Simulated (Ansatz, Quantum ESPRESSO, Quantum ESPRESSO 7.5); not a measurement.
**Thickness dependence of 1T-MgI2**

Wanted: polarisability and band edges of 1T-MgI2, layer by layer.

Calculated with Quantum ESPRESSO 7.5; plane-wave DFT, PBEsol, GBRV ultrasoft pseudopotentials (geometry by Ansatz 0.2.0 with PAW datasets; geometry under PBE and PBE-D3(BJ)).

### 1. Starting point

The cell holds 3 atoms: 2 I and 1 Mg. Its edges and angles: a = 4.200 Å, b = 4.200 Å, c = 19.592 Å, α = 90.0°, β = 90.0°, γ = 120.0°. It derives from MgI2. Vacuum lies along c.

### 2. Geometry from Ansatz, 1 layer

The geometry comes first, from a plane-wave PAW code, so that the later runs on this slab share one structure.

The input, input.yaml:

```yaml
crystal:
  lattice:
    - [4.2, 0.0, 0.0]
    - [-2.1, 3.6373066959, 0.0]
    - [0.0, 0.0, 19.5921035859]
  atoms:
    - { symbol: I, position: [0.6666666667, 0.3333333333, 0.4338482574] }
    - { symbol: Mg, position: [0.0, 0.0, 0.5] }
    - { symbol: I, position: [0.3333333333, 0.6666666667, 0.5661517426] }
kpoints:
  mp_grid: { grid: [6, 6, 1] }
hamiltonian:
  xc: pbe
scf:
  occupations: { method: fermi_dirac, width: 0.05 }
  convergence: { dr2_threshold: 1.0e-08 }
efield:
  axis: 3
  dipole_correction: true
  ramp_position: 0.97
  ramp_width: 0.04
relax:
  f_tol: 0.01
  cell: { fix: [c, alpha, beta] }
output:
  write_potential: true
  write_density: true
  volumetric_format: npy
```

The run is started by

```
$ ansatz run input.yaml --threads 4 --pin off --max-ram 8192MiB --backend cpu --events-out ev --progress --plain --runs-dir out
```

Numbers of over 12 decimals in the logs are rounded to 6 here.

What it wrote:

```text
Warning: relax.cell: scf.convergence.dr2_threshold = 1e-8 eV is looser than the 3e-10 eV advised for a relaxation that steers and ends on the stress (1e-10 eV for each atom of the cell: 3). What an SCF threshold leaves in a stress goes as its square root, and in the free energy as the threshold itself, and one threshold admits the most on a small cell: [figures from the program's tests cut] Set scf.convergence.dr2_threshold to 3e-10 eV or tighter. The threshold is an SCF's pass mark: one that does not reach it within its budget of iterations ends unconverged, or closes short of it on a stop that the run arms, and scf.convergence.dr2_threshold's page says what that costs each kind of run
Engine: ansatz 0.2.0, aarch64-unknown-linux-gnu
Pseudopotentials: kind: paw
Pseudopotential: I, paw, valence charge 17, recommended cutoff 420 eV (normal), I.paw.azcp
Pseudopotential: Mg, paw, valence charge 10, recommended cutoff 420 eV (normal), Mg.paw.azcp
Functional definition: PBE
  parameter kappa = 0.804
  parameter beta = 0.066725
  exchange = pbe_x(kappa = kappa, mu = beta*pi^2/3)
  correlation = pbe_c(beta = beta)
Crystal: 3 atoms, lattice volume = 299.302 Å³
Basis set: ecut = 420 eV, 5759 PW (Γ), exchange–correlation on 60×60×270 points (8 copies of the dense FFT grid, shifted against one another)
Bands: 27, of which v1, the nominal top of the filled ones, is band 22 counted from 1 (21 counted from 0)
Symmetry: 6 space group operations
k-points: 7 of 36 (time reversal used)
Non-local potential: I, projectors of the file, l = 0: 2, l = 1: 2, l = 2: 2, l = 3: 2
Non-local potential: Mg, projectors of the file, l = 0: 3, l = 1: 2, l = 2: 1
PAW form: soft (Blöchl's): semilocal exchange-correlation on the pseudo side does not see the compensation charge
PAW one-centre angular grid: I, 590 points (default); XC on 64 Gauss nodes
PAW one-centre angular grid: Mg, 110 points (default); XC on 64 Gauss nodes
Initial density: superposition of atomic densities (neutral atoms: chi_scale 0, normalization atom), corrected by the library's trained network
Initial wavefunctions: pseudopotential atomic-orbital guess
Functional: x = pbe(κ = 0.804, μ = 0.219515), c = pbe(β = 0.066725)
SCF iter   1: F=—  HF=-16951.976296 eV  |F-HF|=—  |Δ(HF+E_count)|=         —  Δρ=4.43e-4  dr2=7.32e-4  ethr=1.77e-3  p=0.000 e·Å  D=7.71e-5 V/Å  ΔV_dip=-0.00 eV  dr2_dipole=8.98e-8  V_vac-E_F(+/−)=4.63/4.63 eV  ⟨swp⟩=14.1  Hψ=1218  notcnv=0
efield: sawtooth ramp at fractional position 0.9700 (set: `efield.ramp_position`, or a place that a band, a saddle search or an elastic batch's reference lends), width 0.0400; the density the first Hamiltonian is built on has a dipole p = 0.000 e·Å; the dipole correction subtracts the counter field D = 7.71e-5 V/Å, which shifts the + side's vacuum level by -0.00 eV against the − side's; the planar-averaged density in the ramp window peaks in size at 1.4e-5 e/Å³
preconditioner: auto → Resta (q_TF=auto, 1.982 Å⁻¹)  ε∞=1.7  [insulator: Δε(μ)=3.535 eV  Ē_g=10.474 eV  σ=0.050 eV  W_gap=1.00  n_scr=54 (ndim 8)  ℏωp=8.6 eV  f_vac=0.681  D(μ)=0.00/eV (n_scr^D=0)  ε∞_Penn≈1.7  vacuum switching on, ρ_ref=8.0e-3 e/Å³]
SCF iter   2: F=—  HF=-16951.977606 eV  |F-HF|=—  |Δ(HF+E_count)|=   1.31e-3  Δρ=3.61e-4  dr2=1.61e-3  ethr=1.66e-6  p=-0.000 e·Å  D=-3.75e-5 V/Å  ΔV_dip=0.00 eV  dr2_dipole=8.72e-8  V_vac-E_F(+/−)=4.57/4.57 eV  ⟨swp⟩=3.6  Hψ=487  notcnv=0  defer=7
SCF iter   3: F=—  HF=-16951.977556 eV  |F-HF|=—  |Δ(HF+E_count)|=   4.90e-5  Δρ=1.85e-4  dr2=1.14e-4  ethr=1.66e-6  p=0.000 e·Å  D=4.41e-5 V/Å  ΔV_dip=-0.00 eV  dr2_dipole=1.35e-8  V_vac-E_F(+/−)=4.51/4.51 eV  ⟨swp⟩=3.3  Hψ=387  notcnv=0  defer=7
SCF iter   4: F=—  HF=-16951.977806 eV  |F-HF|=—  |Δ(HF+E_count)|=   2.49e-4  Δρ=6.58e-5  dr2=3.84e-5  ethr=2.58e-7  p=-0.000 e·Å  D=-1.70e-6 V/Å  ΔV_dip=0.00 eV  dr2_dipole=2.17e-9  V_vac-E_F(+/−)=4.48/4.48 eV  ⟨swp⟩=2.4  Hψ=255  notcnv=0  defer=7
SCF iter   5: F=—  HF=-16951.977831 eV  |F-HF|=—  |Δ(HF+E_count)|=   2.58e-5  Δρ=3.65e-5  dr2=1.98e-5  ethr=8.72e-8  p=0.000 e·Å  D=5.62e-5 V/Å  ΔV_dip=-0.00 eV  dr2_dipole=5.08e-8  V_vac-E_F(+/−)=4.47/4.47 eV  ⟨swp⟩=1.9  Hψ=218  notcnv=0  defer=7
SCF iter   6: F=—  HF=-16951.977830 eV  |F-HF|=—  |Δ(HF+E_count)|=   1.06e-6  Δρ=1.50e-5  dr2=3.52e-6  ethr=4.50e-8  p=-0.000 e·Å  D=-5.03e-5 V/Å  ΔV_dip=0.00 eV  dr2_dipole=6.56e-8  V_vac-E_F(+/−)=4.47/4.47 eV  ⟨swp⟩=2.0  Hψ=224  notcnv=0  defer=7
SCF iter   7: F=—  HF=-16951.977753 eV  |F-HF|=—  |Δ(HF+E_count)|=   7.73e-5  Δρ=6.90e-6  dr2=7.12e-7  ethr=8.01e-9  p=0.000 e·Å  D=1.15e-5 V/Å  ΔV_dip=-0.00 eV  dr2_dipole=9.37e-10  V_vac-E_F(+/−)=4.47/4.47 eV  ⟨swp⟩=2.0  Hψ=231  notcnv=0  defer=7
SCF iter   8: F=—  HF=-16951.977753 eV  |F-HF|=—  |Δ(HF+E_count)|=   1.32e-8  Δρ=1.12e-6  dr2=1.85e-8  ethr=1.62e-9  p=0.000 e·Å  D=3.54e-6 V/Å  ΔV_dip=-0.00 eV  dr2_dipole=1.41e-10  V_vac-E_F(+/−)=4.47/4.47 eV  ⟨swp⟩=2.0  Hψ=237  notcnv=0  defer=7
SCF iter   9: F=-16951.977753 eV  HF=-16951.977753 eV  |F-HF|=9.90e-10  |Δ(HF+E_count)|=   2.80e-9  Δρ=3.63e-7  dr2=2.16e-9  ethr=2.27e-11  p=0.000 e·Å  D=6.12e-6 V/Å  ΔV_dip=-0.00 eV  dr2_dipole=7.44e-13  V_vac-E_F(+/−)=4.47/4.47 eV  ⟨swp⟩=9.6  Hψ=1094  notcnv=0
SCF 1 converged in 9 iterations: F = -16951.977753 eV  dr2 = 2.16e-9
  greatest PAW one-centre occupation: 1.000 electrons in one spin orbital (limit 2), on the Mg atom at site 1 (counted from 0), in its partial waves of l = 0
relax step   1: F+E_penalty+E_count = -16951.97775299 eV  Δ(F+E_penalty+E_count) = +0.000e0 eV  max|allowed force component| = 2.409e0 eV/Å  Δτ_max = 0.0000 Å  P = +2.828 GPa  Ω = 299.302 Å³  fix = [c, alpha, beta]  reactions: c +3.342 GPa  (9 SCF iters, accepted)
Crystal: 3 atoms, lattice volume = 303.455 Å³
Basis set: ecut = 420 eV, 5867 PW (Γ), exchange–correlation on 60×60×270 points (8 copies of the dense FFT grid, shifted against one another)
Initial density: handed on by an earlier stage of this run
Initial wavefunctions: those handed on with the density
iter 1 solved again at ethr=9.93e-5 eV; its pass at ethr=3.10e-3 eV (dr2=4.37e-2 eV) is discarded
SCF iter   1: F=—  HF=-16952.673987 eV  |F-HF|=—  |Δ(HF+E_count)|=         —  Δρ=3.19e-3  dr2=3.87e-2  ethr=9.93e-5  p=-0.000 e·Å  D=-1.79e-5 V/Å  ΔV_dip=0.00 eV  dr2_dipole=4.33e-10  V_vac-E_F(+/−)=4.60/4.60 eV  ⟨swp⟩=2.0  Hψ=1292  notcnv=0
[...]
relax step   4: F+E_penalty+E_count = -16952.81459246 eV  Δ(F+E_penalty+E_count) = -6.885e-3 eV  max|allowed force component| = 1.993e-2 eV/Å  Δτ_max = 0.0358 Å  P = +0.037 GPa  Ω = 299.504 Å³  energy of the carried Pulay correction = -5.960e-6 eV  fix = [c, alpha, beta]  reactions: c +0.036 GPa  (7 SCF iters, accepted)
[...]
relax step   5: F+E_penalty+E_count = -16952.81469634 eV  Δ(F+E_penalty+E_count) = -1.039e-4 eV  max|allowed force component| = 1.622e-3 eV/Å  Δτ_max = 0.0032 Å  P = +0.011 GPa  Ω = 299.770 Å³  energy of the carried Pulay correction = -1.382e-5 eV  fix = [c, alpha, beta]  reactions: c +0.003 GPa  (5 SCF iters, accepted)
Initial wavefunctions: pseudopotential atomic-orbital guess (no wavefunctions were taken with the density)
iter 1 solved again at ethr=6.22e-6 eV; its pass at ethr=3.10e-3 eV (dr2=2.74e-3 eV) is discarded
SCF iter   1: F=—  HF=-16952.812667 eV  |F-HF|=—  |Δ(HF+E_count)|=         —  Δρ=8.05e-5  dr2=4.52e-7  ethr=6.22e-6  p=0.000 e·Å  D=5.31e-6 V/Å  ΔV_dip=-0.00 eV  dr2_dipole=7.56e-10  V_vac-E_F(+/−)=4.63/4.63 eV  ⟨swp⟩=3.0  Hψ=1536  notcnv=0
efield: sawtooth ramp at fractional position 0.9700 (set: `efield.ramp_position`, or a place that a band, a saddle search or an elastic batch's reference lends), width 0.0400; the density the first Hamiltonian is built on has a dipole p = 0.000 e·Å; the dipole correction subtracts the counter field D = 5.31e-6 V/Å, which shifts the + side's vacuum level by -0.00 eV against the − side's; the planar-averaged density in the ramp window peaks in size at 8.8e-6 e/Å³
eigensolver tolerance schedule: the retry pair's looser diagonalisation over-reported the residual by 6050.42 of it (diagonalisation noise at an unbounded share of the residual, at the tolerance the schedule requests for it); recorded, not acted on — ethr = c·dr2/N_el stays at c = 1.0e-1
preconditioner: auto → Resta (q_TF=auto, 1.982 Å⁻¹)  ε∞=1.7  [insulator: Δε(μ)=3.657 eV  Ē_g=9.908 eV  σ=0.050 eV  W_gap=1.00  n_scr=54 (ndim 8)  ℏωp=8.6 eV  f_vac=0.646  D(μ)=0.00/eV (n_scr^D=0)  ε∞_Penn≈1.7  vacuum switching on, ρ_ref=7.1e-3 e/Å³]
SCF iter   2: F=—  HF=-16952.813909 eV  |F-HF|=—  |Δ(HF+E_count)|=   1.24e-3  Δρ=4.03e-5  dr2=1.27e-7  ethr=1.03e-9  p=0.000 e·Å  D=1.42e-5 V/Å  ΔV_dip=-0.00 eV  dr2_dipole=2.58e-10  V_vac-E_F(+/−)=4.63/4.63 eV  ⟨swp⟩=3.7  Hψ=432  notcnv=0
SCF iter   3: F=—  HF=-16952.814597 eV  |F-HF|=—  |Δ(HF+E_count)|=   6.89e-4  Δρ=1.01e-5  dr2=2.74e-8  ethr=2.89e-10  p=0.000 e·Å  D=4.77e-6 V/Å  ΔV_dip=-0.00 eV  dr2_dipole=8.62e-10  V_vac-E_F(+/−)=4.63/4.63 eV  ⟨swp⟩=3.1  Hψ=295  notcnv=0
SCF iter   4: F=—  HF=-16952.814703 eV  |F-HF|=—  |Δ(HF+E_count)|=   1.06e-4  Δρ=1.24e-6  dr2=2.01e-9  ethr=2.27e-11  p=0.000 e·Å  D=1.47e-5 V/Å  ΔV_dip=-0.00 eV  dr2_dipole=3.24e-10  V_vac-E_F(+/−)=4.63/4.63 eV  ⟨swp⟩=15.6  Hψ=1402  notcnv=0
iter 5 met the thresholds in force, and the SCF goes on: an eigenvalue changes by 3.64 meV, over its tolerance of 3.16 meV (output.eigenvalues, Limitations)
SCF iter   5: F=-16952.814707 eV  HF=-16952.814707 eV  |F-HF|=2.38e-7  |Δ(HF+E_count)|=   3.68e-6  Δρ=3.06e-7  dr2=6.86e-10  ethr=4.57e-12  p=0.000 e·Å  D=8.31e-6 V/Å  ΔV_dip=-0.00 eV  dr2_dipole=1.59e-10  V_vac-E_F(+/−)=4.63/4.63 eV  ⟨swp⟩=9.1  Hψ=1137  notcnv=0
SCF iter   6: F=-16952.814707 eV  HF=-16952.814707 eV  |F-HF|=2.09e-8  |Δ(HF+E_count)|=   2.17e-7  Δρ=1.37e-7  dr2=1.14e-10  ethr=1.56e-12  p=0.000 e·Å  D=1.13e-5 V/Å  ΔV_dip=-0.00 eV  dr2_dipole=3.07e-12  V_vac-E_F(+/−)=4.63/4.63 eV  ⟨swp⟩=7.1  Hψ=959  notcnv=0
SCF 6 converged in 6 iterations: F = -16952.814707 eV  dr2 = 1.14e-10
relax step   6: F+E_penalty+E_count = -16952.81470698 eV  Δ(F+E_penalty+E_count) = -1.063e-5 eV  max|allowed force component| = 1.654e-3 eV/Å  Δτ_max = 0.0000 Å  P = +0.011 GPa  Ω = 299.770 Å³  fix = [c, alpha, beta]  reactions: c +0.003 GPa  stress off target by 1.45e-2 GPa on what of the cell is left free  SCF on the basis re-selected at this cell (its energy is not comparable with the rows above)  (6 SCF iters)
basis re-selected at this cell: Δ(F+E_penalty+E_count) = -1.063e-5 eV, ΔP = -0.000 GPa vs the last step (what re-selecting the basis moved, of the pressure what is left beyond the Pulay correction that the steps carried, after the strain that the cell walked since its last selection, with what the two solves' SCF thresholds leave and, on support functions, any second-order correction that the steps lacked; it is no m [...]
WARN: The input density's exchange-correlation potential varies sharply where the density is thin. Do not read a vacuum level from v_tot or v_xc, or from such a field of the output density. On a cell that repeats whose density bears no net charge and no dipole along the vacuum's axis use v_es (v_loc + v_h of the components); under efield.dipole_correction with no amplitude use v_es + v_field, which holds any external [...]
SCF converged after 6 iterations
an eigenvalue changed by more than its tolerance at an iteration that met the thresholds in force, so the SCF went on 1 time: the last check found none over its tolerance
Free energy (F): -16952.814707 eV
Harris-Foulkes:  -16952.814707 eV  (|F-HF|=2.09e-8)
Internal energy: -16952.814707 eV  (E = F + TS)
E sigma→0 (E₀):  -16952.814707 eV
Fermi energy:    -0.791590 eV
Dipole field:    D = 0.000009 V/Å  (p = 0.000016 e·Å, saw-weighted, corrected)
Work function:   Φ+ = 4.6333 eV   Φ− = 4.6334 eV
Levels:          The Fermi level and band energies are counted from a zero that moves with the ramp; work functions are not
--- Per-component energies (eV) ---
  E_band       = -1448.195141
  E_kinetic    = 453.052908
  E_local      = -25148.327360  (includes V_loc(G=0)·N_el)
  E_nonlocal   = -85.660436
  E_hartree    = 12245.418676
  E_xc         = -284.729690
  E_vxc        = -294.079604  (∫ρ·V_xc dr)
  E_paw        = -9926.410330  (= ΣΔE_a)
  E_vpaw       = -864.019037  (= ΣTr[D̂ρ^β])
  E_aug_tail   = -0.000015  (compensation charges beyond the density's cutoff)
  E_efield     = 0.000000  (sawtooth field / dipole correction)
  E_vefield    = -0.000081  (∫n·V_field dr)
  E_ewald      = 5793.841539
  E_smearing   = -0.000000  (= −TS)
  E_closure    = 0.000000  (closes the sum)
  Σ components = -16952.814707   (vs F -16952.814707, Δ=0.00e0)
--- Forces (eV/Å), atoms counted from 1 ---
  atom   1  I     -0.00000000    -0.00000000    -0.00159996
  atom   2  Mg    -0.00000000     0.00000000    -0.00005367
  atom   3  I      0.00000000     0.00000000     0.00165392
  max |Σ_I F_I| component: 2.92e-7 eV/Å
--- Stress (GPa, compression-positive) ---
        0.014487       0.000000       0.000000
        0.000000       0.014487      -0.000000
        0.000000      -0.000000       0.002895
  P = ⅓ Tr σ = 0.0106 GPa (0.106 kbar)
--- Band table (eV; the first three rows and the last of 7) ---
  k-point 0: bands = [... 18 lower, -2.8924, -2.8924, -2.6234, -2.6234, 1.3710, 2.2855, 3.4614, 3.4919, ... 1 higher]
  k-point 1: bands = [... 18 lower, -3.3485, -3.1708, -3.0713, -2.6969, 2.0042, 2.8644, 3.5261, 3.5747, ... 1 higher]
  k-point 2: bands = [... 18 lower, -4.0108, -3.5740, -3.1188, -2.9189, 1.4543, 2.9069, 3.4647, 4.3564, ... 1 higher]
  k-point 6: bands = [... 18 lower, -4.9285, -4.4252, -3.3046, -3.3045, 1.8258, 3.9001, 3.9001, 5.3235, ... 1 higher]
--- Relaxed structure (5 steps of the walk, 5 accepted, 1 SCFs on fresh bases) ---
  F+E_penalty+E_count = -16952.81470698 eV   max|allowed force component| = 1.654e-3 eV/Å   (the final SCF, on the basis selected at the relaxed cell)
  cell:  # Å, volume = 299.7702 Å³
    - [4.203280, 0.0, 0]
    - [-2.101640, 3.640148, 0]
    - [0, 0, 19.5921035859]
  atoms:
    - { symbol: I, position: [0.666667, 0.333333, 0.414565] }
    - { symbol: Mg, position: [0, 0, 0.500000] }
    - { symbol: I, position: [0.333333, 0.666667, 0.585435] }
```

The job ended after 8.8 s (4 threads of Arm Neoverse V1, shared host; peak memory 0.56 GiB; 32 s of CPU time).

Step by step:

| step | energy less that of the first step (eV) | largest force component (eV/Å) | pressure (GPa) | volume (Å³) |
| --- | --- | --- | --- | --- |
| 1 | 0.0000 | 2.4088 | 2.83 | 299.30 |
| 2 | -0.6889 | 0.9068 | 0.95 | 303.46 |
| 3 | -0.8300 | 0.1858 | 0.20 | 300.32 |
| 4 | -0.8368 | 0.0199 | 0.04 | 299.50 |
| 5 | -0.8369 | 0.0016 | 0.01 | 299.77 |
| 6* | -0.8370 | 0.0017 | 0.01 | 299.77 |

Relaxation steps marked * repeat the geometry before them on a plane-wave basis chosen anew for their cell, so energy and pressure can jump there.

```
cell as run  before  after  change
      a (Å)   4.200  4.203  +0.1 %
      b (Å)   4.200  4.203  +0.1 %
```

The atoms that moved most (Å, along periodic axes as changes of fractional coordinates times the final cell, across vacuum about the mean position):

```
atom     dx     dy      dz  length
  I1  0.000  0.000  -0.378   0.378
  I3  0.000  0.000   0.378   0.378
```

The relaxed structure:

```cif
data_structure
_symmetry_space_group_name_H-M 'P 1'
_symmetry_Int_Tables_number 1
_cell_length_a 4.2033
_cell_length_b 4.2033
_cell_length_c 19.5921
_cell_angle_alpha 90.000
_cell_angle_beta 90.000
_cell_angle_gamma 120.000
_cell_volume 299.77
loop_
_atom_site_label
_atom_site_type_symbol
_atom_site_fract_x
_atom_site_fract_y
_atom_site_fract_z
_atom_site_occupancy
I1 I 0.66667 0.33333 0.41456 1
Mg2 Mg 0.00000 0.00000 0.50000 1
I3 I 0.33333 0.66667 0.58544 1
```

This step gave:

* free energy: -16952.8147 eV
* Fermi energy: -0.7916 eV
* gap by band count: 3.657 eV
* symmetry operations: 6
* dipole along the normal: 1.56e-5 e·Å
* vacuum level at the upper face over a Fermi level inside the gap: 4.633 eV
* vacuum level at the lower face over a Fermi level inside the gap: 4.633 eV

(Part 1 of 7 ends here.)

[Logs are printed without paths, hosts, clocks, repeated set-up lines and the standing remarks that a program may print on its own settings, such as how far it seeks lower states.]

[Hosts, paths, dates, database ids (printed as entryN), source tags and the programs' standing remarks are cut or masked in the printed files.]

[Maps of the electrostatic potential energy from Ansatz leave out the sawtooth potential of an applied field or a dipole correction, so their vacuum need not be flat; planar profiles and work functions include it.]
